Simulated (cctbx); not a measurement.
**LuAl4Os: precision against data quality**

Space group Cmcm (no. 63), a = 4.1020 Å, b = 15.0400 Å, c = 6.6710 Å, α = 90.00°, β = 90.00°, γ = 90.00°.

```
atom  mult.    x       y       z  Ueq (Å²)
 Os1      4  1/2  0.7253     3/4    0.0031
 Lu1      4    0  0.8821     3/4    0.0034
 Al1      8  1/2  0.8097  0.4507    0.0073
 Al2      4  1/2  0.5752     3/4    0.0058
 Al3      4  1/2       0     1/2    0.0057
```

This is a model crystal, built by substitution and not relaxed, with assumed displacement parameters.

Five simulated data sets (cctbx; Mo Kα, λ = 0.71073 Å; 1.5 % proportional error) differ in resolution or exposure (noise floor 8 counts in the first three, 8 in the last two). Each is refined with the right model, isotropic at 1.1 Å and anisotropic otherwise. How do the figures of merit and the uncertainties move?

```csv
d min (Å),top counts,"⟨I/σ⟩ (unmerged, absences included)",unique,param. (scale apart),Rint,R1,GooF,largest s.u. xyz (fractional),s.u. U of Al1 (Å²),largest error (Å)
1.1,40000,18.5,99,10,0.015,0.0069,1.11,0.00032,0.0006,0.0011
0.84,40000,16.1,216,22,0.015,0.0063,0.93,0.00017,0.0006,0.0017
0.6,40000,13.6,568,22,0.017,0.0071,0.89,0.00011,0.0002,0.0005
0.75,300,1.1,307,22,0.250,0.0668,0.98,0.00316,0.0097,0.0608
0.75,3000,5.2,307,22,0.048,0.0199,0.99,0.00057,0.0015,0.0106
```

The number of reflections grows roughly as 1/d³: 99, 216 and 568 here. R1 follows the noise rather than the truth: at 300 counts it is 0.0668, at 3000 counts 0.0199, while GooF is 0.98 and 0.99: the weights 1/σ² carry the noise. The s.u. of U (U11 where anisotropic) for Al1 goes 0.0006, 0.0006, 0.0002 Å² with resolution and 0.0097, 0.0015 Å² with exposure.

Hardware for the 0.6 Å refinement: 0.44 s on 1 thread of Arm Neoverse V2, with other jobs on the host, peak memory 0.09 GiB.

[Logs are printed without paths, hosts, clocks, repeated set-up lines and the standing remarks that a program may print on its own settings, such as how far it seeks lower states.]
